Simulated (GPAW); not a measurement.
# 1T-PtSe2 monolayer: simulated STM images, part 2 of 2

Wanted: filled- and empty-state images of 1T-PtSe2 monolayer, with its work function.

GPAW 26.7.0; GPAW, PAW setups; layer in a repeated cell with vacuum, relaxation of atoms and in-plane cell (the session's first sound run).

So far. Step 2 (Relaxation): The relaxation lowered the energy of the cell by 0.373 eV (energies extrapolated to zero smearing; the optimiser's log prints free energies). The largest force left on a free atom is 0.0096 eV/Å.

## 3. Plane waves, PBE

The work function is the vacuum plateau of the electrostatic potential less the Fermi level; a dipole layer lets the two faces have plateaus of their own.

This step: GPAW, PAW setups; slab in vacuum (GPAW 26.7.0).

The cell differs from the one that the last finished run ended in (c 16.268 → 16.623 Å).

The input, run.py:

```python
import json
import numpy as np
from ase import Atoms
from ase.dft.stm import STM
from gpaw import GPAW, PW

slab = Atoms(
    ['Se', 'Pt', 'Se'],
    positions=[
        [1.87323, 1.08151, 7.00000],
        [-0.00000, -0.00000, 8.31148],
        [-0.00000, 2.16302, 9.62297]],
    cell=[[3.74646, 0.0, 0.0], [-1.87323, 3.24453, 0.0], [0.0, 0.0, 16.623]],
    pbc=[True, True, False])

slab.calc = GPAW(mode=PW(400), xc='PBE', kpts={'size': (9, 9, 1), 'gamma': True},
                 occupations={'name': 'fermi-dirac', 'width': 0.05}, nbands='160%',
                 convergence={'density': 1e-05}, maxiter=200,
                 poissonsolver={'dipolelayer': 'xy'},
                 symmetry={'tolerance': 1e-3}, txt='slab.txt')
result = {}
energy = slab.get_potential_energy()
fermi = slab.calc.get_fermi_level()
v = slab.calc.get_electrostatic_potential().mean((0, 1)) - fermi
n = slab.calc.get_pseudo_density().mean((0, 1))
L = slab.cell[2, 2]
z = np.arange(len(v)) * L / len(v)
low, high = slab.positions[:, 2].min(), slab.positions[:, 2].max()
below, above = np.interp([low - 4.8, high + 4.8], z, v)
slopes = [np.interp(x, z, np.gradient(v, z)) for x in (low - 4.8, high + 4.8)]
eps = np.array([[slab.calc.get_eigenvalues(k, s) for k in range(len(slab.calc.get_ibz_k_points()))]
                for s in range(slab.calc.get_number_of_spins())]) - fermi
top, bottom = eps[eps < 0].max(), eps[eps > 0].min()
dipole = slab.get_dipole_moment()[2]
print(f'energy {energy:.4f} eV, Fermi level {fermi:.4f} eV, dipole {dipole:.5f} e A')
print(f'potential 4.8 A off the faces, from the Fermi level: lower {below:.4f} eV, upper {above:.4f} eV')
print(f'slope of the potential there: lower {slopes[0]:.5f}, upper {slopes[1]:.5f} eV/A')
print(f'nearest levels on the mesh: {top:.4f} and {bottom:.4f} eV')
print('magnetic moment', round(slab.get_magnetic_moment(), 3))
result.update(energy=energy, fermi=fermi, dipole=dipole, below=below, above=above, slopes=slopes, edges=[top, bottom],
              z=z.tolist(), v=v.tolist(), n=n.tolist(), positions=slab.positions.tolist(),
              forces=slab.get_forces(apply_constraint=False).tolist(), moments=slab.get_magnetic_moments().tolist())

# Images need the states of the whole zone, up to time reversal
slab.calc = slab.calc.fixed_density(symmetry={'point_group': False}, txt='states.txt', nbands='250%',
                                    convergence={'bands': 'CBM+1.8'})
stm = STM(slab)
result['stm'] = []
for bias in [-2.0, -1.0, 1.5]:
    height = high + 4.0
    current = stm.get_averaged_current(bias, height)
    x, y, h = stm.scan(bias, current)
    i, f = divmod(height / L * stm.ldos.shape[2], 1)
    I = abs((1 - f) * stm.ldos[:, :, int(i)] + f * stm.ldos[:, :, int(i) + 1])
    print(f'bias {bias} V: mean current at 4.0 A {current:.4e}, corrugation {np.ptp(h):.4f} A')
    result['stm'].append(dict(bias=bias, current=current, h=(h - high).tolist(), I=I.tolist()))
json.dump(result, open('result.json', 'w'))
```

Launch:

```bash
$ OMP_NUM_THREADS=1 OPENBLAS_NUM_THREADS=1 python run.py
```

Output:

```text
energy -14.5211 eV, Fermi level -1.1366 eV, dipole -0.00024 e A
potential 4.8 A off the faces, from the Fermi level: lower 5.0313 eV, upper 5.0366 eV
slope of the potential there: lower -0.00017, upper 0.00017 eV/A
nearest levels on the mesh: -0.6916 and 0.6632 eV
magnetic moment 0.0
bias -2.0 V: mean current at 4.0 A 9.7397e-06, corrugation 0.2478 A
bias -1.0 V: mean current at 4.0 A 4.8749e-06, corrugation 0.2122 A
bias 1.5 V: mean current at 4.0 A 1.4904e-05, corrugation 0.1269 A
```

Elapsed: 78 s, on 1 thread of Arm Neoverse V2, shared host; peak memory 0.33 GiB.

Numbers from this step:

| Item | Value |
| --- | --- |
| dipole along the normal | -2.35e-4 e·Å |
| levels nearest the Fermi level on the mesh | -0.6916, 0.6632 eV from the Fermi level |
| upper work function | 5.037 eV |
| lower work function | 5.031 eV |
| corrugation -2 | 0.2478 Å |
| corrugation -1 | 0.2122 Å |
| corrugation 1.5 | 0.1269 Å |
| upper ionisation energy | 5.728 eV |

Table of electrostatic potential energy of an electron (without an applied field's), less the Fermi level, planar mean by z:

```
z (Å)  electrostatic potential energy of an electron (without an applied field's), less the Fermi level, planar mean (eV)
  0.0                                                                                                                5.03
  0.5                                                                                                                5.03
  1.0                                                                                                                5.03
  1.5                                                                                                                5.03
  2.0                                                                                                                5.03
  2.5                                                                                                                5.03
  3.0                                                                                                                5.03
  3.5                                                                                                                5.03
  4.0                                                                                                                5.02
  4.5                                                                                                                5.00
  5.0                                                                                                                4.90
  5.5                                                                                                                4.50
  6.0                                                                                                                2.75
  6.5                                                                                                               -4.14
  7.0                                                                                                               -15.5
  7.5                                                                                                               -8.23
  8.0                                                                                                               -11.4
  8.5                                                                                                               -13.2
  9.0                                                                                                               -7.62
  9.5                                                                                                               -14.8
 10.0                                                                                                               -7.32
 10.5                                                                                                                1.81
 11.0                                                                                                                4.28
 11.5                                                                                                                4.85
 12.0                                                                                                                4.99
 12.5                                                                                                                5.03
 13.0                                                                                                                5.03
 13.5                                                                                                                5.04
 14.0                                                                                                                5.04
 14.5                                                                                                                5.04
 15.0                                                                                                                5.04
 15.5                                                                                                                5.04
 16.0                                                                                                                5.04
 16.5                                                                                                                5.03
```

The pseudo valence density, planar mean by z:

z (Å), pseudo valence density, planar mean (e/Å³) and a bar from the least value:
```
     0.00       0.00 
     0.42       0.00 
     0.83       0.00 
     1.25       0.00 
     1.87       0.00 
     2.29       0.00 
     2.70       0.00 
     3.12       0.00 
     3.53       0.00 
     3.95       0.00 
     4.36       0.00 
     4.78       0.00 
     5.40       0.02 
     5.82       0.06 ##
     6.23       0.18 #####
     6.65       0.30 ########
     7.06       0.22 ######
     7.48       0.49 ############
     7.90       0.78 ####################
     8.52       1.18 ##############################
     8.93       0.56 ##############
     9.35       0.39 ##########
     9.77       0.22 ######
    10.18       0.27 #######
    10.60       0.11 ###
    11.01       0.03 #
    11.64       0.01 
    12.05       0.00 
    12.47       0.00 
    12.88       0.00 
    13.30       0.00 
    13.71       0.00 
    14.13       0.00 
    14.55       0.00 
    15.17       0.00 
    15.58       0.00 
    16.00       0.00 
    16.42       0.00
```

Tip height over the top atom over a1 and a2. Sample bias -2 V, constant current at the mean current 4.0 Å over the top atom.

Values in Å, 12 rows by 16 columns, each cell a mean:
```
3.87 3.90 3.93 3.97 4.01 4.03 4.05 4.06 4.05 4.05 4.03 4.00 3.96 3.92 3.89 3.87
3.91 3.94 3.98 4.02 4.05 4.07 4.08 4.08 4.07 4.06 4.04 4.00 3.96 3.92 3.89 3.89
3.96 4.00 4.03 4.06 4.08 4.09 4.10 4.09 4.08 4.06 4.04 4.00 3.96 3.93 3.92 3.93
3.99 4.03 4.06 4.08 4.09 4.10 4.10 4.09 4.08 4.05 4.02 3.99 3.95 3.93 3.93 3.96
4.02 4.05 4.07 4.09 4.10 4.10 4.09 4.08 4.06 4.03 4.00 3.97 3.94 3.94 3.96 3.99
4.03 4.05 4.07 4.08 4.09 4.08 4.07 4.06 4.03 4.01 3.98 3.95 3.94 3.95 3.97 4.00
4.02 4.04 4.05 4.06 4.06 4.05 4.04 4.02 3.99 3.97 3.95 3.94 3.94 3.95 3.98 4.00
4.00 4.02 4.03 4.03 4.02 4.01 4.00 3.98 3.96 3.95 3.94 3.93 3.94 3.95 3.97 3.99
3.96 3.97 3.97 3.97 3.97 3.96 3.95 3.94 3.94 3.94 3.94 3.94 3.94 3.94 3.95 3.96
3.92 3.92 3.92 3.93 3.93 3.93 3.94 3.94 3.95 3.95 3.95 3.95 3.94 3.93 3.93 3.93
3.88 3.87 3.88 3.90 3.92 3.94 3.96 3.98 3.99 3.99 3.98 3.97 3.95 3.93 3.91 3.89
3.86 3.87 3.89 3.92 3.95 3.98 4.00 4.02 4.02 4.02 4.00 3.98 3.96 3.93 3.89 3.87
```
Columns: a1 from 0 to 0.944; rows upwards: a2 from 0 to 0.944.

Local density of states summed over the bias window over a1 and a2. Sample bias -2 V, constant height 4.0 Å over the top atom.

Ten even steps from '_' (0.71 × 1e-5 arbitrary) to '@' (1.39 × 1e-5 arbitrary):
```
____..::--==++++****++++==--::..____
__..::--==++**######**++==--::..____
..::--==++####%%%%####++==--::..____
::--==++##%%@@@@@@%%##++==--::......
::==++##%%@@@@@@@@%%##++==::::....::
--++**##@@@@@@@@@@##**++--::::..::::
==++##%%@@@@@@@@%%##++==--::::::::--
++**##%%@@@@@@%%##**++--::::::::::--
++**####%%%%####**++==--::::::::--==
++++**######**++++==--::::..::::--==
==++++++++++++==----::........::----
--==========----::::::......::::::--
::--------::::::::::........::::::::
::::::::::::::::::::::..::::::::::::
..............::::::::::::::::......
________....::::::------::::::....__
________..::::----====----::::..____
______..::::--==++++++==--::::..____
```
Columns: a1 from 0 to 0.944; rows upwards: a2 from 0 to 0.944.

Tip height over the top atom over a1 and a2. Sample bias -1 V, constant current at the mean current 4.0 Å over the top atom.

Ten even steps from '_' (3.88 Å) to '@' (4.09 Å):
```
__..::--++**############**++--::..__
..::--++**##%%%%%%%%%%##**++--::....
::--++**##%%@@@@@@@@%%##**++--::::::
--++**##%%@@@@@@@@@@%%##**++----::--
==**##%%@@@@@@@@@@@@%%##**==--------
++##%%@@@@@@@@@@@@@@%%##++==------==
**##%%@@@@@@@@@@@@%%##**++==----==++
**##%%@@@@@@@@@@%%##**++==------==++
####%%@@@@@@@@%%####**++==----==++**
**##%%%%%%%%%%##****++==------==++**
**############**++++==--------==++++
++**********++++====----------====++
==++++++++======----------------====
------------------------------------
::::::::----------========----------
......::::----====++++++====----::::
____..::----==++++****++++==----::..
____..::--==++****##****++==--::..__
```
Columns: a1 from 0 to 0.944; rows upwards: a2 from 0 to 0.944.

Local density of states summed over the bias window over a1 and a2. Sample bias -1 V, constant height 4.0 Å over the top atom.

Values in units of 1e-6 arbitrary, 12 rows by 16 columns, each cell a mean:
```
3.9 4.1 4.3 4.6 5.0 5.3 5.5 5.6 5.6 5.4 5.2 4.9 4.5 4.3 4.0 3.9
4.2 4.4 4.7 5.1 5.5 5.8 6.0 6.0 5.9 5.6 5.3 4.9 4.6 4.3 4.1 4.0
4.5 4.9 5.3 5.7 6.1 6.3 6.4 6.3 6.1 5.7 5.3 4.9 4.5 4.3 4.2 4.3
4.8 5.2 5.7 6.0 6.3 6.5 6.5 6.3 6.0 5.6 5.1 4.7 4.5 4.3 4.3 4.5
5.2 5.5 5.9 6.2 6.4 6.4 6.3 6.0 5.7 5.3 4.9 4.6 4.4 4.4 4.5 4.7
5.3 5.6 5.9 6.1 6.2 6.1 5.9 5.7 5.3 5.0 4.7 4.5 4.4 4.4 4.6 4.9
5.2 5.4 5.6 5.7 5.7 5.5 5.4 5.1 4.8 4.6 4.4 4.3 4.3 4.4 4.6 4.9
4.9 5.1 5.2 5.2 5.1 5.0 4.9 4.7 4.5 4.4 4.3 4.3 4.3 4.4 4.6 4.7
4.6 4.6 4.6 4.6 4.6 4.5 4.5 4.4 4.4 4.3 4.3 4.3 4.4 4.4 4.4 4.5
4.3 4.3 4.3 4.3 4.3 4.3 4.4 4.4 4.4 4.4 4.4 4.4 4.4 4.4 4.3 4.3
3.9 3.9 4.0 4.1 4.3 4.4 4.5 4.7 4.8 4.8 4.7 4.6 4.4 4.3 4.2 4.0
3.8 3.9 4.0 4.2 4.5 4.7 4.9 5.1 5.1 5.1 4.9 4.7 4.5 4.3 4.1 3.9
```
Columns: a1 from 0 to 0.944; rows upwards: a2 from 0 to 0.944.

Tip height over the top atom over a1 and a2. Sample bias 1.5 V, constant current at the mean current 4.0 Å over the top atom.

Ten even steps from '_' (3.94 Å) to '@' (4.07 Å):
```
____..::--++************++--::..____
__..::--++**##########**++--::..____
..::--++**##%%%%%%%%##**++--::..____
::--++**##%%@@@@@@%%##**++--::......
--++**##%%@@@@@@@@%%##**++--::::::::
==**##%%@@@@@@@@@@%%##**==--::::::--
++**##%%@@@@@@@@%%##**++--::::::::--
++**##%%@@@@@@%%##**++==--::..::--==
++**##%%%%%%%%##**++==--::....::--==
++**##########**++==--::......::--==
++************++==--::........::--==
==++++++++++==----::....__....::----
--------------::::............::::--
::::::::::::::::..............::::::
..........::::::::::::::::::::::::..
________..::::::----------::::::..__
________..::----========----::..____
______..::--==++++++++++==--::..____
```
Columns: a1 from 0 to 0.944; rows upwards: a2 from 0 to 0.944.

Local density of states summed over the bias window over a1 and a2. Sample bias 1.5 V, constant height 4.0 Å over the top atom.

Ten even steps from '0' (1.32 × 1e-5 arbitrary) to '9' (1.80 × 1e-5 arbitrary):
```
000124555555421000
001345667665431000
013457788775431000
124578999875421101
245789999875421111
356799999765321112
456899998654211112
457899987543211123
456788765432111123
456777654332101233
455555543221001223
344444322110001122
223322211100001112
111111111111111111
000011111122111111
000001112232211100
000011223333221100
000012344444321000
```
Columns: a1 from 0 to 0.944; rows upwards: a2 from 0 to 0.944.

The layer is gapped, so the Fermi level lies somewhere inside the gap, set by smearing and numerics, and these work functions are no property of the material; the band edges below the vacuum level are. The potential is flat to 1.7e-4 eV/Å where it is read, so the vacuum is wide enough.

## 4. A changed run

One more run, with changed settings.

Edit run.py of step 3 so:

```diff
@@ -3,4 +3,3 @@
 from ase import Atoms
-from ase.dft.stm import STM
-from gpaw import GPAW, PW
+from gpaw import GPAW
 
@@ -15,5 +14,5 @@
 
-slab.calc = GPAW(mode=PW(400), xc='PBE', kpts={'size': (9, 9, 1), 'gamma': True},
+slab.calc = GPAW(mode='fd', h=0.4, xc='PBE', kpts={'size': (9, 9, 1), 'gamma': True},
                  occupations={'name': 'fermi-dirac', 'width': 0.05}, nbands='160%',
-                 convergence={'density': 1e-05}, maxiter=200,
+                 convergence={'density': 1e-05}, maxiter=100,
                  poissonsolver={'dipolelayer': 'xy'},
@@ -42,16 +41,2 @@
               forces=slab.get_forces(apply_constraint=False).tolist(), moments=slab.get_magnetic_moments().tolist())
-
-# Images need the states of the whole zone, up to time reversal
-slab.calc = slab.calc.fixed_density(symmetry={'point_group': False}, txt='states.txt', nbands='250%',
-                                    convergence={'bands': 'CBM+1.8'})
-stm = STM(slab)
-result['stm'] = []
-for bias in [-2.0, -1.0, 1.5]:
-    height = high + 4.0
-    current = stm.get_averaged_current(bias, height)
-    x, y, h = stm.scan(bias, current)
-    i, f = divmod(height / L * stm.ldos.shape[2], 1)
-    I = abs((1 - f) * stm.ldos[:, :, int(i)] + f * stm.ldos[:, :, int(i) + 1])
-    print(f'bias {bias} V: mean current at 4.0 A {current:.4e}, corrugation {np.ptp(h):.4f} A')
-    result['stm'].append(dict(bias=bias, current=current, h=(h - high).tolist(), I=I.tolist()))
 json.dump(result, open('result.json', 'w'))
```

Output:

```text
energy -10.8153 eV, Fermi level -4.9538 eV, dipole -0.00036 e A
potential 4.8 A off the faces, from the Fermi level: lower 4.9511 eV, upper 4.9564 eV
slope of the potential there: lower -0.00018, upper 0.00018 eV/A
nearest levels on the mesh: -0.5746 and 0.6242 eV
magnetic moment 0.0
```

Wall time 8.2 s (1 thread); peak memory 0.13 GiB.

The run finished. A setting was moved off its sound value on purpose, so it serves as a test and not as the result.

The fault put into the input: a grid far too coarse (mode = "fd" and h = 0.4).

The two runs compared:

```
                    quantity  this run  sound run  difference
    upper work function (eV)    4.9564     5.0366     -0.0802
    lower work function (eV)    4.9511     5.0313     -0.0802
upper ionisation energy (eV)    5.5311     5.7282      -0.197
```

The two runs differ clearly in the upper ionisation energy: 5.53 eV against 5.73 eV.

## 5. Results

```yaml
work_function_upper_and_lower_face_fermi_level_placed_in_the_gap_by_the_smearing: 5.037 and 5.031 eV
ionisation_energy_from_the_upper_face_highest_filled_level_on_the_mesh: 5.73 eV
electron_affinity_from_the_upper_face_lowest_empty_kohn_sham_level_on_the_mesh: 4.37 eV
dipole_along_the_normal: -2.4e-4 e Å, near the numerical noise
corrugation_at_minus_2_v: 0.248 Å
corrugation_at_minus_1_v: 0.212 Å
corrugation_at_1p5_v: 0.127 Å
```

**Reading.** The corrugation at constant current is largest at -2 V, where the tip height varies by 0.25 Å over the cell. Negative sample bias images filled states, positive bias empty ones. The levels nearest the Fermi level on the mesh lie 1.35 eV apart, so the slab is gapped there: the smearing puts the Fermi level inside the gap, and from either face the ionisation energy is the work function plus 0.69 eV. Both are Kohn-Sham levels on the mesh, and semilocal gaps are too small, so the affinity tends to come out too large and the ionisation energy too small. The images are of Tersoff-Hamann type: an s-wave tip, no tip-sample forces, heights closer than in a microscope. With elements this heavy, spin-orbit coupling can move band edges by tenths of an eV. Biases count from a Fermi level whose place in the gap is arbitrary, so only their reach past the band edges has a meaning. The small printed dipole stands for a step of 3.5 meV from the lower to the upper face, and the probes find 5.3 meV; values this small are near the numerical noise of both. The layer's cell and atoms come from the relaxation; spin-orbit coupling and temperature are left out.

[Logs are printed without paths, hosts, clocks, repeated set-up lines and the standing remarks that a program may print on its own settings, such as how far it seeks lower states.]

[Hosts, paths, dates, database ids (printed as entryN), source tags and the programs' standing remarks are cut or masked in the printed files.]
